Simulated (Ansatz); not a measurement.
# Fe wire along [100], 24 atoms a period: bands along the axis

Wanted: the relaxed geometry and the bands of the Fe wire along [100], 24 atoms a period.

Main program and level: Ansatz 0.2.0; DFT PBE, plane waves, PAW; relaxation of a wire's period; PAW set soft_1, in the first sound run; inputs show where later runs differ.

## Step 1: The structure

The cell holds 24 atoms: 24 Fe. Its edges and angles: a = 15.290 Å, b = 15.290 Å, c = 2.830 Å, α = 90.0°, β = 90.0°, γ = 90.0°. Vacuum lies along a and b. The structure's axis is c.

## Step 2: The relaxed wire

Band widths follow the bond lengths, so the wire is relaxed first. The atoms and the third cell vector are free; the box across stays fixed as vacuum. Moments are seeded so that a magnetic state can form if it lies lower. A Fermi-Dirac smearing is set since the result may be a metal. The pressure printed is a third of the stress's trace over the whole box, vacuum included; only the stress along the axis is relaxed.

input.yaml

```yaml
crystal:
  lattice:
    - [15.29, 0.0, 0.0]
    - [0.0, 15.29, 0.0]
    - [0.0, 0.0, 2.83]
  atoms:
    - { symbol: Fe, position: [0.22236756, 0.314911707, 0.0], spin: 2.4 }
    - { symbol: Fe, position: [0.22236756, 0.5, 0.0], spin: 2.4 }
    - { symbol: Fe, position: [0.22236756, 0.685088293, 0.0], spin: 2.4 }
    - { symbol: Fe, position: [0.407455853, 0.314911707, 0.0], spin: 2.4 }
    - { symbol: Fe, position: [0.407455853, 0.5, 0.0], spin: 2.4 }
    - { symbol: Fe, position: [0.407455853, 0.685088293, 0.0], spin: 2.4 }
    - { symbol: Fe, position: [0.592544147, 0.314911707, 0.0], spin: 2.4 }
    - { symbol: Fe, position: [0.592544147, 0.5, 0.0], spin: 2.4 }
    - { symbol: Fe, position: [0.592544147, 0.685088293, 0.0], spin: 2.4 }
    - { symbol: Fe, position: [0.77763244, 0.314911707, 0.0], spin: 2.4 }
    - { symbol: Fe, position: [0.77763244, 0.5, 0.0], spin: 2.4 }
    - { symbol: Fe, position: [0.77763244, 0.685088293, 0.0], spin: 2.4 }
    - { symbol: Fe, position: [0.314911707, 0.22236756, 0.5], spin: 2.4 }
    - { symbol: Fe, position: [0.314911707, 0.407455853, 0.5], spin: 2.4 }
    - { symbol: Fe, position: [0.314911707, 0.592544147, 0.5], spin: 2.4 }
    - { symbol: Fe, position: [0.314911707, 0.77763244, 0.5], spin: 2.4 }
    - { symbol: Fe, position: [0.5, 0.22236756, 0.5], spin: 2.4 }
    - { symbol: Fe, position: [0.5, 0.407455853, 0.5], spin: 2.4 }
    - { symbol: Fe, position: [0.5, 0.592544147, 0.5], spin: 2.4 }
    - { symbol: Fe, position: [0.5, 0.77763244, 0.5], spin: 2.4 }
    - { symbol: Fe, position: [0.685088293, 0.22236756, 0.5], spin: 2.4 }
    - { symbol: Fe, position: [0.685088293, 0.407455853, 0.5], spin: 2.4 }
    - { symbol: Fe, position: [0.685088293, 0.592544147, 0.5], spin: 2.4 }
    - { symbol: Fe, position: [0.685088293, 0.77763244, 0.5], spin: 2.4 }
magnetization:
  spin_polarized: true
kpoints:
  mp_grid: { grid: [1, 1, 29] }
scf:
  occupations: { method: fermi_dirac, width: 0.05 }
hamiltonian:
  xc: pbe
  pseudopotentials: { kind: paw, azcp: { folder: soft_1 } }
relax:
  cell: { fix: [a, b, alpha, beta, gamma] }
  max_steps: 45
  f_tol: 0.03
```

Launch:

```bash
$ ansatz run input.yaml --threads 4 --pin off --max-ram 16384MiB --backend cpu --events-out ev --progress --plain --runs-dir out
```

Numbers of over 12 decimals in the logs are rounded to 6 here.

The log of the run:

```text
Engine: ansatz 0.2.0, aarch64-unknown-linux-gnu
Pseudopotentials: kind: paw
Pseudopotential: Fe, paw, valence charge 16, recommended cutoff 420 eV (normal), soft_1/Fe.paw.azcp
Functional definition: PBE
  parameter kappa = 0.804
  parameter beta = 0.066725
  exchange = pbe_x(kappa = kappa, mu = beta*pi^2/3)
  correlation = pbe_c(beta = beta)
Crystal: 24 atoms, lattice volume = 661.609 Å³
Basis set: ecut = 420 eV, 12941 PW (Γ), exchange–correlation on 216×216×40 points (8 copies of the dense FFT grid, shifted against one another)
Bands: 265, of which v1, the nominal top of the filled ones, is band 192 counted from 1 (191 counted from 0)
Symmetry: 16 space group operations
Space group: P42/mmc (ITA 131), of the structure as read, at distance tolerance 8.7e-5 Å
Magnetic group: BNS 131.435 (UNI 1095), of the structure as read, at distance tolerance 8.7e-5 Å
k-points: 15 of 29
Non-local potential: Fe, projectors of the file, l = 0: 3, l = 1: 2, l = 2: 3, l = 3: 1
PAW form: soft (Blöchl's): semilocal exchange-correlation on the pseudo side does not see the compensation charge
PAW one-centre angular grid: Fe, 590 points (default); XC on 64 Gauss nodes
Initial density: superposition of atomic densities (neutral atoms: chi_scale 0, normalization atom)
Starting moments: Σ|m| = 57.6 μB on 24 of 24 sites
Initial wavefunctions: pseudopotential atomic-orbital guess
Functional: x = pbe(κ = 0.804, μ = 0.219515), c = pbe(β = 0.066725)
SCF iter   1: F=—  HF=-107508.458511 eV  |F-HF|=—  |Δ(HF+E_count)|=         —  Δρ=5.02e-2 (↑2.36e-2 ↓5.02e-2)  dr2=8.90e1  dr2_m=5.82e0  M=59.730 μB ∫|m|=60.239 μB  β_m=0.30  ethr=3.10e-3  ⟨swp⟩=7.7  Hψ=33988  notcnv=0  defer=348
Mixer restart at iter 1: flushing history
preconditioner: auto → LDOS  [metal: Δε(μ)=0.006 eV  Ē_g=5.947 eV  σ=0.050 eV  W_gap=0.03  n_scr=154 (ndim 8)  ℏωp=20.0 eV  f_vac=0.455  D(μ)=41.62/eV (n_scr^D=454)]
spin=Collinear: LDOS preconditioning applied to the charge; magnetization (m = ρ↑ − ρ↓) channel mixes plain (no charge-response kernel on spin).
SCF iter   2: F=—  HF=-107499.774256 eV  |F-HF|=—  |Δ(HF+E_count)|=    8.68e0  Δρ=3.07e-2 (↑3.04e-2 ↓3.07e-2)  dr2=1.66e1  dr2_m=4.91e0  M=61.916 μB ∫|m|=62.743 μB  β_m=0.39  ethr=3.10e-3  ⟨swp⟩=3.0  Hψ=14007  notcnv=0  defer=1013
SCF iter   3: F=—  HF=-107510.084252 eV  |F-HF|=—  |Δ(HF+E_count)|=    1.03e1  Δρ=1.98e-2 (↑1.38e-2 ↓1.98e-2)  dr2=5.32e-1  dr2_m=1.63e0  M=62.645 μB ∫|m|=63.963 μB  β_m=0.47  ethr=3.10e-3  ⟨swp⟩=2.9  Hψ=13254  notcnv=0  defer=1015
SCF iter   4: F=—  HF=-107513.749077 eV  |F-HF|=—  |Δ(HF+E_count)|=    3.66e0  Δρ=1.19e-2 (↑1.19e-2 ↓9.72e-3)  dr2=1.82e-1  dr2_m=6.60e-1  M=63.582 μB ∫|m|=65.399 μB  β_m=0.73  ethr=1.38e-4  ⟨swp⟩=2.8  Hψ=12865  notcnv=0  defer=1015
SCF iter   5: F=—  HF=-107515.244852 eV  |F-HF|=—  |Δ(HF+E_count)|=         —  Δρ=5.78e-3 (↑5.78e-3 ↓4.12e-3)  dr2=4.92e-1  dr2_m=9.56e-2  M=65.086 μB ∫|m|=67.559 μB  β_m=0.73  ethr=4.73e-5  ⟨swp⟩=2.8  Hψ=17170  notcnv=0  defer=1025
SCF iter   6: F=—  HF=-107515.197466 eV  |F-HF|=—  |Δ(HF+E_count)|=   4.74e-2  Δρ=4.26e-3 (↑4.26e-3 ↓2.50e-3)  dr2=1.44e-1  dr2_m=3.34e-2  M=65.019 μB ∫|m|=67.642 μB  β_m=0.62  ethr=4.73e-5  ⟨swp⟩=2.4  Hψ=15243  notcnv=0  defer=1025
SCF iter   7: F=—  HF=-107515.199041 eV  |F-HF|=—  |Δ(HF+E_count)|=   1.57e-3  Δρ=1.07e-3 (↑1.07e-3 ↓6.49e-4)  dr2=6.31e-3  dr2_m=2.84e-3  M=65.057 μB ∫|m|=67.619 μB  β_m=0.61  ethr=3.76e-5  ⟨swp⟩=2.0  Hψ=12817  notcnv=0  defer=1026
SCF iter   8: F=—  HF=-107515.200436 eV  |F-HF|=—  |Δ(HF+E_count)|=   1.40e-3  Δρ=5.96e-4 (↑3.78e-4 ↓5.96e-4)  dr2=1.60e-3  dr2_m=1.09e-3  M=65.106 μB ∫|m|=67.668 μB  β_m=0.70  ethr=1.64e-6  ⟨swp⟩=3.3  Hψ=17294  notcnv=0  defer=1026
SCF iter   9: F=—  HF=-107515.202190 eV  |F-HF|=—  |Δ(HF+E_count)|=   1.75e-3  Δρ=1.63e-4 (↑1.63e-4 ↓1.42e-4)  dr2=5.65e-4  dr2_m=2.48e-5  M=65.126 μB ∫|m|=67.700 μB  β_m=0.69  ethr=4.17e-7  ⟨swp⟩=2.4  Hψ=13918  notcnv=0  defer=1026
SCF iter  10: F=—  HF=-107515.202479 eV  |F-HF|=—  |Δ(HF+E_count)|=   2.90e-4  Δρ=8.12e-5 (↑8.12e-5 ↓5.76e-5)  dr2=1.41e-4  dr2_m=1.22e-5  M=65.138 μB ∫|m|=67.711 μB  β_m=0.76  ethr=1.47e-7  ⟨swp⟩=2.0  Hψ=10777  notcnv=0  defer=1026
SCF iter  11: F=—  HF=-107515.202538 eV  |F-HF|=—  |Δ(HF+E_count)|=   5.88e-5  Δρ=5.17e-5 (↑5.17e-5 ↓2.99e-5)  dr2=3.65e-5  dr2_m=3.00e-6  M=65.144 μB ∫|m|=67.716 μB  β_m=0.65  ethr=3.68e-8  ⟨swp⟩=2.0  Hψ=11037  notcnv=0  defer=1026
SCF iter  12: F=—  HF=-107515.202513 eV  |F-HF|=—  |Δ(HF+E_count)|=   2.55e-5  Δρ=1.40e-5 (↑1.40e-5 ↓1.26e-5)  dr2=1.89e-6  dr2_m=6.15e-7  M=65.144 μB ∫|m|=67.715 μB  β_m=0.69  ethr=9.50e-9  ⟨swp⟩=2.3  Hψ=11151  notcnv=0  defer=1026
SCF iter  13: F=—  HF=-107515.202513 eV  |F-HF|=—  |Δ(HF+E_count)|=   2.88e-7  Δρ=6.03e-6 (↑6.03e-6 ↓5.95e-6)  dr2=3.80e-7  dr2_m=9.38e-8  M=65.144 μB ∫|m|=67.715 μB  β_m=0.75  ethr=4.91e-10  ⟨swp⟩=3.5  Hψ=15930  notcnv=0  defer=1026
SCF iter  14: F=—  HF=-107515.202513 eV  |F-HF|=—  |Δ(HF+E_count)|=   2.67e-7  Δρ=2.55e-6 (↑2.54e-6 ↓2.55e-6)  dr2=9.67e-8  dr2_m=1.83e-8  M=65.143 μB ∫|m|=67.714 μB  β_m=0.73  ethr=9.88e-11  ⟨swp⟩=2.1  Hψ=11693  notcnv=0  defer=1026
SCF iter  15: F=-107515.202513 eV  HF=-107515.202513 eV  |F-HF|=4.88e-8  |Δ(HF+E_count)|=   3.03e-8  Δρ=1.80e-6 (↑1.72e-6 ↓1.80e-6)  dr2=5.97e-8  dr2_m=5.45e-9  M=65.143 μB ∫|m|=67.714 μB  ethr=2.52e-11  ⟨swp⟩=2.1  Hψ=26114  notcnv=0
SCF 1 converged in 15 iterations: F = -107515.202513 eV  dr2 = 5.97e-8
  greatest PAW one-centre occupation: 1.001 electrons in one spin orbital (limit 2), on the Fe atom at site 11 (counted from 0), in its partial waves of l = 1
relax step   1: F+E_penalty+E_count = -107515.20251331 eV  Δ(F+E_penalty+E_count) = +0.000e0 eV  max|allowed force component| = 4.125e-1 eV/Å  Δτ_max = 0.0000 Å  P = -1.414 GPa  Ω = 661.609 Å³  fix = [a, b, alpha, beta, gamma]  reactions: a -0.941, b -0.941 GPa  (15 SCF iters, dr2 threshold 1.00e-7 eV, accepted)
Crystal: 24 atoms, lattice volume = 652.184 Å³
Basis set: ecut = 420 eV, 12765 PW (Γ), exchange–correlation on 216×216×40 points (8 copies of the dense FFT grid, shifted against one another)
Initial density: handed on by an earlier stage of this run
Starting moments: Σ|m| = 57.6 μB on 24 of 24 sites; this step starts from the density that it was given
Initial wavefunctions: those handed on with the density
iter 1 solved again at ethr=1.54e-5 eV; its pass at ethr=3.10e-3 eV (dr2=5.90e-2 eV) is discarded
[...]
SCF iter   5: F=—  HF=-107515.435257 eV  |F-HF|=—  |Δ(HF+E_count)|=   4.78e-7  Δρ=4.22e-6 (↑4.17e-6 ↓4.22e-6)  dr2=4.80e-7  dr2_m=6.27e-8  M=64.251 μB ∫|m|=66.626 μB  β_m=0.66  ethr=1.02e-9  ⟨swp⟩=2.1  Hψ=10643  notcnv=0
SCF iter   6: F=—  HF=-107515.435258 eV  |F-HF|=—  |Δ(HF+E_count)|=   3.87e-7  Δρ=3.63e-6 (↑3.63e-6 ↓1.25e-6)  dr2=7.11e-8  dr2_m=2.49e-8  M=64.251 μB ∫|m|=66.626 μB  β_m=0.62  ethr=1.25e-10  ⟨swp⟩=2.4  Hψ=12377  notcnv=0
SCF iter   7: F=—  HF=-107515.435258 eV  |F-HF|=—  |Δ(HF+E_count)|=   2.26e-8  Δρ=1.05e-6 (↑1.05e-6 ↓8.22e-7)  dr2=1.90e-8  dr2_m=1.18e-9  M=64.251 μB ∫|m|=66.625 μB  β_m=0.57  ethr=1.85e-11  ⟨swp⟩=2.2  Hψ=13707  notcnv=0
SCF iter   8: F=—  HF=-107515.435258 eV  |F-HF|=—  |Δ(HF+E_count)|=   1.08e-7  Δρ=3.62e-7 (↑3.45e-7 ↓3.62e-7)  dr2=1.40e-9  dr2_m=3.40e-10  M=64.251 μB ∫|m|=66.625 μB  β_m=0.75  ethr=4.95e-12  ⟨swp⟩=2.9  Hψ=11898  notcnv=0
SCF iter   9: F=—  HF=-107515.435258 eV  |F-HF|=—  |Δ(HF+E_count)|=   1.73e-9  Δρ=2.83e-7 (↑2.83e-7 ↓9.12e-8)  dr2=5.53e-10  dr2_m=9.57e-11  M=64.251 μB ∫|m|=66.626 μB  β_m=0.69  ethr=1.00e-12  ⟨swp⟩=2.7  Hψ=12604  notcnv=0
SCF iter  10: F=—  HF=-107515.435258 eV  |F-HF|=—  |Δ(HF+E_count)|=  1.46e-11  Δρ=1.01e-7 (↑1.01e-7 ↓5.44e-8)  dr2=1.18e-10  dr2_m=1.53e-11  M=64.251 μB ∫|m|=66.626 μB  β_m=0.58  ethr=1.00e-12  ⟨swp⟩=2.0  Hψ=9273  notcnv=0
SCF iter  11: F=-107515.435258 eV  HF=-107515.435258 eV  |F-HF|=5.82e-11  |Δ(HF+E_count)|=  1.31e-10  Δρ=4.74e-8 (↑2.36e-8 ↓4.74e-8)  dr2=3.27e-11  dr2_m=3.77e-12  M=64.251 μB ∫|m|=66.626 μB  ethr=1.00e-12  ⟨swp⟩=3.0  Hψ=23773  notcnv=0
SCF 8 converged in 11 iterations: F = -107515.435258 eV  dr2 = 3.27e-11
  greatest PAW one-centre occupation: 1.001 electrons in one spin orbital (limit 2), on the Fe atom at site 20 (counted from 0), in its partial waves of l = 1
relax step   8: F+E_penalty+E_count = -107515.43525773 eV  Δ(F+E_penalty+E_count) = +1.186e-2 eV  max|allowed force component| = 1.852e-2 eV/Å  Δτ_max = 0.0000 Å  P = +0.040 GPa  Ω = 641.958 Å³  fix = [a, b, alpha, beta, gamma]  reactions: a +0.047, b +0.047 GPa  stress off target by 2.59e-2 GPa on what of the cell is left free  SCF on the basis re-selected at this cell (its energy is not comparable with the rows above)  (11 SCF iters)
basis re-selected at this cell: Δ(F+E_penalty+E_count) = +1.186e-2 eV, ΔP = +0.007 GPa vs the last step (what re-selecting the basis moved, of the pressure what is left beyond the Pulay correction that the steps carried, after the strain that the cell walked since its last selection, with what the two solves' SCF thresholds leave and, on support functions, any second-order correction that the steps lacked; it is no m [...]
SCF converged after 11 iterations
Magnetization: 64.2506 μB (224.1253 up, 159.8747 down)
Absolute magnetization: 66.6305 μB (∫|ρ↑−ρ↓|, with the PAW one-centre terms)
Spin contamination: 1.0424 ħ² per cell (⟨S²⟩ above its minimum at these occupations)
Per-site moments (μB) at R_I (Å): [(2.822403, 0.980282), (2.926337, 1.017060), (2.822403, 0.980282), (2.389811, 0.980282), (2.299178, 0.999463), (2.389811, 0.980282), (2.389811, 0.980282), (2.299178, 0.999463), (2.389811, 0.980282), (2.822403, 0.980282), (2.926337, 1.017060), (2.822403, 0.980282), (2.822403, 0.980282), (2.389811, 0.980282), (2.389811, 0.980282), (2.822403, 0.980282), (2.926337, 1.017060), (2.299178, 0.999463), (2.299178, 0.999463), (2.926337, 1.017060), (2.822403, 0.980282), (2.389811, 0.980282), (2.389811, 0.980282), (2.822403, 0.980282)]
Free energy (F): -107515.435258 eV
Harris-Foulkes:  -107515.435258 eV  (|F-HF|=5.82e-11)
Internal energy: -107515.205398 eV  (E = F + TS)
E sigma→0 (E₀):  -107515.320328 eV
Entropy (-TS):   -0.229860 eV (-9.578 meV/atom)
Fermi energy:    5.886004 eV
--- Per-component energies (eV) ---
  E_band       = -9968.302100
  E_kinetic    = 7901.904469
  E_local      = -293998.090587  (includes V_loc(G=0)·N_el)
  E_nonlocal   = 7013.083335
  E_hartree    = 140181.058355
  E_xc         = -2626.438249
  E_vxc        = -3371.211415  (∫ρ·V_xc dr)
  E_paw        = -33209.636436  (= ΣΔE_a)
  E_vpaw       = -7876.082678  (= ΣTr[D̂ρ^β])
  E_aug_tail   = -0.024395  (compensation charges beyond the density's cutoff)
  E_ewald      = 67222.938112
  E_smearing   = -0.229860  (= −TS)
  E_closure    = -0.000000  (closes the sum)
  Σ components = -107515.435258   (vs F -107515.435258, Δ=0.00e0)
--- Forces (eV/Å), atoms counted from 1 ---
  atom   1  Fe    -0.00504624    -0.00553588    -0.00000000
  atom   2  Fe     0.01830276    -0.00000000     0.00000000
  atom   3  Fe    -0.00504624     0.00553588     0.00000000
  atom   4  Fe     0.01566585    -0.01667912    -0.00000000
  atom   5  Fe    -0.01852288     0.00000000     0.00000000
  atom   6  Fe     0.01566585     0.01667912     0.00000000
  atom   7  Fe    -0.01566585    -0.01667912    -0.00000000
  atom   8  Fe     0.01852288    -0.00000000    -0.00000000
  atom   9  Fe    -0.01566585     0.01667912     0.00000000
  atom  10  Fe     0.00504624    -0.00553588    -0.00000000
  atom  11  Fe    -0.01830276     0.00000000    -0.00000000
  atom  12  Fe     0.00504624     0.00553588     0.00000000
  atom  13  Fe    -0.00553588    -0.00504624    -0.00000000
  atom  14  Fe    -0.01667912     0.01566585     0.00000000
  atom  15  Fe    -0.01667912    -0.01566585    -0.00000000
  atom  16  Fe    -0.00553588     0.00504624     0.00000000
  atom  17  Fe    -0.00000000     0.01830276     0.00000000
  atom  18  Fe     0.00000000    -0.01852288    -0.00000000
  atom  19  Fe    -0.00000000     0.01852288     0.00000000
  atom  20  Fe     0.00000000    -0.01830276    -0.00000000
  atom  21  Fe     0.00553588    -0.00504624    -0.00000000
  atom  22  Fe     0.01667912     0.01566585     0.00000000
  atom  23  Fe     0.01667912    -0.01566585    -0.00000000
  atom  24  Fe     0.00553588     0.00504624     0.00000000
  max |Σ_I F_I| component: 6.07e-18 eV/Å
--- Stress (GPa, compression-positive) ---
        0.047136      -0.000000       0.000000
       -0.000000       0.047136       0.000000
        0.000000       0.000000       0.025882
  P = ⅓ Tr σ = 0.0401 GPa (0.401 kbar)
--- Relaxed structure (7 steps of the walk, 6 accepted, 1 SCFs on fresh bases) ---
  F+E_penalty+E_count = -107515.43525773 eV   max|allowed force component| = 1.852e-2 eV/Å   (the final SCF, on the basis selected at the relaxed cell)
  cell:  # Å, volume = 641.9577 Å³
    - [15.29, 0, 0]
    - [0, 15.29, 0]
    - [0, 0, 2.745943]
  atoms:
    - { symbol: Fe, position: [0.223157, 0.319012, 0] }
    - { symbol: Fe, position: [0.215398, 0.500000, 0] }
    - { symbol: Fe, position: [0.223157, 0.680988, 0] }
    - { symbol: Fe, position: [0.408428, 0.313146, 0] }
    - { symbol: Fe, position: [0.407674, 0.500000, 0] }
    - { symbol: Fe, position: [0.408428, 0.686854, 0] }
    - { symbol: Fe, position: [0.591572, 0.313146, 0] }
    - { symbol: Fe, position: [0.592326, 0.500000, 0] }
    - { symbol: Fe, position: [0.591572, 0.686854, 0] }
    - { symbol: Fe, position: [0.776843, 0.319012, 0] }
    - { symbol: Fe, position: [0.784602, 0.500000, 0] }
    - { symbol: Fe, position: [0.776843, 0.680988, 0] }
    - { symbol: Fe, position: [0.319012, 0.223157, 0.5] }
    - { symbol: Fe, position: [0.313146, 0.408428, 0.5] }
    - { symbol: Fe, position: [0.313146, 0.591572, 0.5] }
    - { symbol: Fe, position: [0.319012, 0.776843, 0.5] }
    - { symbol: Fe, position: [0.500000, 0.215398, 0.5] }
    - { symbol: Fe, position: [0.500000, 0.407674, 0.5] }
    - { symbol: Fe, position: [0.500000, 0.592326, 0.5] }
    - { symbol: Fe, position: [0.500000, 0.784602, 0.5] }
    - { symbol: Fe, position: [0.680988, 0.223157, 0.5] }
    - { symbol: Fe, position: [0.686854, 0.408428, 0.5] }
    - { symbol: Fe, position: [0.686854, 0.591572, 0.5] }
    - { symbol: Fe, position: [0.680988, 0.776843, 0.5] }
```

Elapsed: 29 min, on 4 threads of Arm Neoverse V2, shared host; peak memory 5.5 GiB; 1.9 h of CPU time.

Relaxation path:

| step | energy less that of the first step (eV) | largest force component (eV/Å) | pressure (GPa) | volume (Å³) |
| --- | --- | --- | --- | --- |
| 1 | 0.0000 | 0.4125 | -1.41 | 661.61 |
| 2 | -0.1637 | 0.1976 | -0.52 | 652.18 |
| 3 | -0.2239 | 0.0689 | 0.13 | 642.00 |
| 4 | -0.2321 | 0.0652 | 0.08 | 641.54 |
| 5 | -0.2289 | 0.1006 | 0.09 | 639.71 |
| 6 | -0.2440 | 0.0200 | -0.04 | 641.38 |
| 7 | -0.2446 | 0.0191 | 0.03 | 641.96 |
| 8* | -0.2327 | 0.0185 | 0.04 | 641.96 |

Relaxation steps marked * repeat the geometry before them on a plane-wave basis chosen anew for their cell, so energy and pressure can jump there. Relaxation step 5 was tried and not accepted.

Forces are held to the 16 operations that the run works with; a distortion that breaks them can't arise in this run.

| cell as run | before | after | change |
| --- | --- | --- | --- |
| c (Å) | 2.830 | 2.746 | -3.0 % |

The atoms that moved most (Å, along periodic axes as changes of fractional coordinates times the final cell, across vacuum about the mean position):

| atom | dx | dy | dz | length |
| --- | --- | --- | --- | --- |
| Fe11 | 0.107 | 0.000 | 0.000 | 0.107 |
| Fe20 | 0.000 | 0.107 | 0.000 | 0.107 |
| Fe17 | 0.000 | -0.107 | 0.000 | 0.107 |
| Fe2 | -0.107 | 0.000 | 0.000 | 0.107 |
| Fe3 | 0.012 | -0.063 | 0.000 | 0.064 |
| Fe12 | -0.012 | -0.063 | 0.000 | 0.064 |
| Fe21 | -0.063 | 0.012 | 0.000 | 0.064 |
| Fe24 | -0.063 | -0.012 | 0.000 | 0.064 |

Numbers from this step:

```yaml
energy_at_zero_smearing: -107515.3203 eV
total_moment: 64.25 μB
absolute_moment: 66.63 μB
cell_length_along_the_wire: 2.746 Å
```

(Continued in part 2 of 2.)

[Logs are printed without paths, hosts, clocks, repeated set-up lines and the standing remarks that a program may print on its own settings, such as how far it seeks lower states.]

[Hosts, paths, dates, database ids (printed as entryN), source tags and the programs' standing remarks are cut or masked in the printed files.]
